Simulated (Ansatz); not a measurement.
# Quasiparticle gap of BiOBr (P4/nmm), part 3 of 3

Aim: the quasiparticle gap of BiOBr (P4/nmm), starting from LDA.

Ansatz 0.2.0; LDA, then G0W0 on it, plane waves, PAW. Known limits of the many-body steps: finite bands, screening cutoff and k mesh; no spin-orbit coupling in G0W0.

So far. Step 2 (Bands along the symmetry lines): Over mesh and path the gap is 2.046 eV, from k = (0.000, 0.400, 0.500) to k = (0.000, 0.000, 0.400). The least direct gap found is 2.219 eV, at k = (0.000, 0.000, 0.500). On the 6×6×4 mesh alone the same run gives 2.116 eV, so that mesh misses an edge of LDA: 2.116 − 2.046 = +0.070 eV. Step 3 (One-shot GW): Over 23 of 30 irreducible mesh points the G0W0 gap is 3.197 eV, from k = (0.000, 0.333, -0.500) to k = (0.000, 0.000, -0.500).

The database entry behind the starting cell differs from later determinations by our own check (0.1 to 0.3 % short, probably kX units), so it need not match the best structure at ambient conditions.

In doubt: masses and optical values from hybrid runs of this build are listed as unsure (in some of the runs), which bears on the screening that GW takes from such a start.

## (4) Spin-orbit coupling in LDA

This run has two-component orbitals with spin-orbit coupling.

This step: DFT, LDA with spin-orbit coupling, plane waves, PAW; PAW set soft_1.

File input.yaml:

```yaml
crystal:
  lattice:
    - [3.916, 0.0, 0.0]
    - [0.0, 3.916, 0.0]
    - [0.0, 0.0, 8.077]
  atoms:
    - { symbol: Bi, position: [0.0, 0.5, 0.154] }
    - { symbol: Bi, position: [0.5, 0.0, 0.846] }
    - { symbol: Br, position: [0.0, 0.5, 0.653] }
    - { symbol: Br, position: [0.5, 0.0, 0.347] }
    - { symbol: O, position: [0.0, 0.0, 0.0] }
    - { symbol: O, position: [0.5, 0.5, 0.0] }
kpoints:
  mp_grid: { grid: [6, 6, 4] }
  band_path:
    path:
      - [0.0, 0.0, 0.0]
      - [0.0, 0.5, 0.0]
      - [0.5, 0.5, 0.0]
      - [0.0, 0.0, 0.5]
      - [0.0, 0.5, 0.5]
      - [0.5, 0.5, 0.5]
      - [0.0, 0.4, 0.5]
      - [0.0, 0.0, 0.4]
    npoints: 1
hamiltonian:
  xc: lda
  pseudopotentials: { kind: paw_fr, azcp: { folder: soft_1 }, xc_functional: pbe }
scf:
  occupations: { method: fixed }
  n_extra_bands: 12
magnetization:
  noncollinear: true
  spin_orbit: true
output:
  eigenvalues: true
  write_density: true
  write_potential: true
  elf: true
  volumetric_format: npy
```

Run with:

```sh
$ ansatz run input.yaml --threads 4 --pin off --max-ram 138240MiB --backend cuda --events-out ev --progress --plain --runs-dir out --devices 1 --max-vram 26GiB
```

Numbers of over 12 decimals in the logs are rounded to 6 here.

The log of the run:

```text
[...]
GPUs: using 1 of 1 available (devices: 1).
[...]
non-collinear run that drives no moment, with spin-orbit: no starting moment large enough to seed its density (crystal.atoms[].spin), no starting occupations that ask for one, no magnetisation constraint and no magnetic field, so the semilocal B_xc is pinned to zero
[...]
GPU FFT provider: cuFFT
GPU libraries: cuBLAS 13.8.2, cuFFT 12.4.0, cuSOLVER 12.3.4
Crystal: 6 atoms, lattice volume = 123.861 Å³
Basis set: ecut = 420 eV, 2419 PW (Γ)
Bands: 68, of which v1, the nominal top of the filled ones, is band 56 counted from 1 (55 counted from 0)
Symmetry: 16 space group operations + 16 with time reversal
[...]
k-points: 30 of 144
Projection manifold: j_resolved (fully-relativistic pseudo-atomic orbitals)
[...]
GPU buffer pool allocated for 39366 grid points (all kernels)
[...]
SCF iter   1: F=—  HF=-30755.951578 eV  |F-HF|=—  |Δ(HF+E_count)|=         —  Δρ=3.20e-2  dr2=1.10e0  dr2_m=0.00e0 (ungated)  ethr=3.10e-3  |M|=0.00e0 ∫|m|=0.00e0 μB  |m|>n=0.0e0 m-floor=0.0e0 τ_xc=0.0e0  β_m=0.30  ⟨swp⟩=4.5  Hψ=4107  notcnv=0  defer=238
[...]
spin=Noncollinear: Resta preconditioning applied to the charge; magnetization (m_x, m_y, m_z) channels mix plain (no charge-response kernel on spin).
SCF iter   2: F=—  HF=-30755.762733 eV  |F-HF|=—  |Δ(HF+E_count)|=   1.89e-1  Δρ=2.13e-2  dr2=4.48e-1  dr2_m=0.00e0 (ungated)  ethr=1.96e-3  |M|=0.00e0 ∫|m|=0.00e0 μB  |m|>n=0.0e0 m-floor=0.0e0 τ_xc=0.0e0  β_m=0.54  ⟨swp⟩=2.0  Hψ=1260  notcnv=0  defer=240
[...]
SCF iter   8: F=-30755.685731 eV  HF=-30755.685731 eV  |F-HF|=4.59e-8  |Δ(HF+E_count)|=   9.94e-8  Δρ=7.98e-6  dr2=6.80e-8  dr2_m=0.00e0 (ungated)  ethr=1.79e-10  |M|=0.00e0 ∫|m|=0.00e0 μB  |m|>n=0.0e0 m-floor=0.0e0 τ_xc=0.0e0  ⟨swp⟩=9.8  Hψ=4296  notcnv=0
SCF 1 converged in 8 iterations: F = -30755.685731 eV  dr2 = 6.80e-8
[...]
SCF converged after 8 iterations
Magnetization: |M| = 0.0000 μB,  M = (+0.0000, +0.0000, +0.0000) μB
Absolute magnetization: 0.0000 μB (∫|m|)
  site 0: m = (+0.0000, +0.0000, +0.0000) μB, |m| = 0.0000 μB  (R = 0.96 Å)
  site 1: m = (+0.0000, +0.0000, +0.0000) μB, |m| = 0.0000 μB  (R = 0.96 Å)
  site 2: m = (+0.0000, +0.0000, +0.0000) μB, |m| = 0.0000 μB  (R = 1.31 Å)
  site 3: m = (+0.0000, +0.0000, +0.0000) μB, |m| = 0.0000 μB  (R = 1.31 Å)
  site 4: m = (+0.0000, +0.0000, +0.0000) μB, |m| = 0.0000 μB  (R = 0.96 Å)
  site 5: m = (+0.0000, +0.0000, +0.0000) μB, |m| = 0.0000 μB  (R = 0.96 Å)
Free energy (F): -30755.685731 eV
[...]
Internal energy: -30755.685731 eV  (E = F + TS)
E sigma→0 (E₀):  -30755.685731 eV
Fermi energy:    7.265359 eV
[...]
--- Band table (eV; the first three rows and the last of 30) ---
  k-point 0: bands = [... 52 lower, 6.6831, 6.6831, 6.7292, 6.7292, 9.2167, 9.2167, 9.6910, 9.6910, ... 8 higher]
  k-point 1: bands = [... 52 lower, 6.8617, 6.8617, 6.9706, 6.9706, 9.0904, 9.0904, 9.4547, 9.4547, ... 8 higher]
  k-point 2: bands = [... 52 lower, 6.9823, 6.9823, 7.2151, 7.2151, 9.0579, 9.0579, 9.0910, 9.0910, ... 8 higher]
  k-point 29: bands = [... 52 lower, 6.1685, 6.1685, 6.1685, 6.1685, 10.6794, 10.6794, 10.6794, 10.6794, ... 8 higher]
```

Run time: 8.1 s. Hardware: 1 × NVIDIA H100 80GB HBM3 (shared by 3 runs) with 4 threads of AMD EPYC 7R13 (Zen 3), shared host; peak memory 1.1 GiB; 7.4 s of CPU time.

Numbers from this step:

```
gap                  : 1.704 eV
valence top at       : k = (0.000, 0.400, 0.500)
conduction bottom at : k = (0.000, 0.000, 0.400)
least direct gap     : 1.843 eV
```

Over mesh and listed points the gap is 1.704 eV, from k = (0.000, 0.400, 0.500) to k = (0.000, 0.000, 0.400). The least direct gap found is 1.843 eV, at k = (0.000, 0.000, 0.500). On the 6×6×4 mesh alone the same run gives 1.792 eV, so that mesh misses an edge of LDA+SOC: 1.792 − 1.704 = +0.088 eV. LDA+SOC against LDA: 1.704 − 2.046 = −0.342 eV, with the same mesh, set of files (read in its fully relativistic form for the spin-orbit run) and cutoff, and both edges at the same k points. The spin-orbit run sees mesh and listed points alone, so its gap is an upper bound: the coupling can move an edge off these points, and the change over the zone, its sign included where it is small, is not known.

## (5) The runs together

Each gap is the least one over the points named; times are wall times on shared hosts, not benchmarks. A G0W0 time includes the run's own self-consistent start. Runs with listed points see these and the mesh alone, so an edge that moves elsewhere is missed. Rows marked * are further runs, not shown as steps, whose inputs differ from the G0W0 step on the same start in the columns given; solver thresholds can differ too.

```
    level   mesh       files, cutoff  bands summed, screening                            points  gap (eV)             valence top       conduction bottom  least direct gap (eV)     time
      LDA  6×6×4  soft_1 PAW, 420 eV                        -                     mesh and path     2.046   (0.000, 0.400, 0.500)   (0.000, 0.000, 0.400)                  2.219     16 s
  LDA+SOC  6×6×4  soft_1 PAW, 420 eV                        -            mesh and listed points     1.704   (0.000, 0.400, 0.500)   (0.000, 0.000, 0.400)                  1.843    8.1 s
G0W0@LDA*  6×6×4    hard PAW, 930 eV              370, 110 eV  23 of 30 irreducible mesh points     3.003  (0.000, 0.333, -0.500)  (0.000, 0.000, -0.500)                  3.363  2.5 min
G0W0@LDA*  6×6×4    hard PAW, 930 eV              782, 190 eV  23 of 30 irreducible mesh points     3.136  (0.000, 0.333, -0.500)  (0.000, 0.000, -0.500)                  3.467  5.2 min
 G0W0@LDA  6×6×4    hard PAW, 930 eV             1293, 270 eV  23 of 30 irreducible mesh points     3.197  (0.000, 0.333, -0.500)  (0.000, 0.000, -0.500)                  3.506  9.1 min
G0W0@LDA*  8×8×4    hard PAW, 930 eV              370, 110 eV  34 of 45 irreducible mesh points     2.962  (0.000, 0.375, -0.500)  (0.000, 0.000, -0.500)                  3.364  4.7 min
```

## (6) Summary of results

```json
{
 "LDA gap over mesh and path": "2.046 eV, from k = (0.000, 0.400, 0.500) to k = (0.000, 0.000, 0.400)",
 "G0W0@LDA gap over 23 of 30 irreducible mesh points": "3.197 eV, from k = (0.000, 0.333, -0.500) to k = (0.000, 0.000, -0.500)",
 "LDA+SOC gap over mesh and listed points": "1.704 eV",
 "GW settings": "6×6×4 mesh, 1247 empty bands, screening to 270 eV, hard PAW files",
 "known limits": "finite bands, screening cutoff and k mesh; no spin-orbit coupling in G0W0"
}
```

Over 23 of 30 irreducible mesh points the G0W0 gap is 3.197 eV, from k = (0.000, 0.333, -0.500) to k = (0.000, 0.000, -0.500). The LDA gap of this run on the mesh is 2.117 eV. The two states that bound the G0W0 gap lie that far apart at the start, so the correction of the gap is 3.197 − 2.117 = +1.080 eV. The valence state moves by 8.467 − 9.150 = −0.683 eV and the conduction state by 11.665 − 11.268 = +0.397 eV, on the run's own scale; with 370 bands the edge states move by −0.292 and +0.594 eV, so the split between the edges depends on the bands and cutoff. Over mesh and path, LDA puts the valence top at k = (0.000, 0.400, 0.500) and conduction bottom at k = (0.000, 0.000, 0.400), where no G0W0 correction was computed. The G0W0 gap over the whole zone is therefore not known from this run; at its settings it can only be equal to or under the 3.197 eV found, and no correction is carried over from another point. For the start itself the gap is 2.046 eV over mesh and path and 2.117 eV on the mesh of the G0W0 run, in runs that differ in files (soft_1 PAW and hard PAW) and plane-wave cutoff (420 eV and 930 eV). From 370 bands and 110 eV to 1293 bands and 270 eV the gap moves by 3.197 − 3.003 = +0.194 eV (rung by rung 3.003, 3.136, 3.197 eV); bands and screening cutoff rise together, so their parts are not told apart. A line in one over the bands through the two highest rungs gives 3.197 + (3.197 − 3.136) × 782 / (1293 − 782) = 3.290 eV, and through the pair below 3.136 + (3.136 − 3.003) × 370 / (782 − 370) = 3.255 eV. The two differ by 0.035 eV, not under the 0.030 eV asked, so the law does not hold well over these rungs and the limit is not known. With the 8×8×4 mesh in place of the 6×6×4 mesh and all else as in the G0W0@LDA row with 370 bands, the gap differs by 2.962 − 3.003 = −0.041 eV, and that of the start by 2.063 − 2.117 = −0.054 eV; an edge lies at another k point, so this need not be the shift of one pair of states. G0W0 on other starts in this series, not shown as steps and not all at these settings: 3.575 eV on HSE06 (6×6×4, hard PAW, 782 bands, 190 eV). LDA+SOC against LDA: 1.704 − 2.046 = −0.342 eV, with the same mesh, set of files (read in its fully relativistic form for the spin-orbit run) and cutoff, and both edges at the same k points. The spin-orbit run sees mesh and listed points alone, so its gap is an upper bound: the coupling can move an edge off these points, and the change over the zone, its sign included where it is small, is not known. What spin-orbit coupling does to the G0W0 levels was not computed, so no sum with the G0W0 gap is formed. The G0W0 runs are scalar-relativistic. G0W0 is shown with one set of atomic data (hard PAW), so the error from the files is not known here.

[Paths, hosts, dates, memory and timing lines, banners, echoed tables and standing remarks are left out of the program output.]

[Logs are printed without paths, hosts, clocks, repeated set-up lines and the standing remarks that a program may print on its own settings, such as how far it seeks lower states.]

[Runs of the session that timed out or met a known fault of the program may be left out.]

[Cells called generated may have been cut or substituted from an entry of the Crystallography Open Database or the Materials Project.]

[Hosts, paths, dates, database ids (printed as entryN), source tags and the programs' standing remarks are cut or masked in the printed files.]

[Where an RPA ε∞ is given, it is that of the G0W0 mesh and is not shown converged in it. Names of k-points follow the symmetry that the program found, which can be lower than the space group named. Band edges on a path are those of the sampled points; other points can move an edge, and change direct to indirect where valleys lie close.]

[Hybrid gaps are those of their k-mesh and are not shown converged in it.]
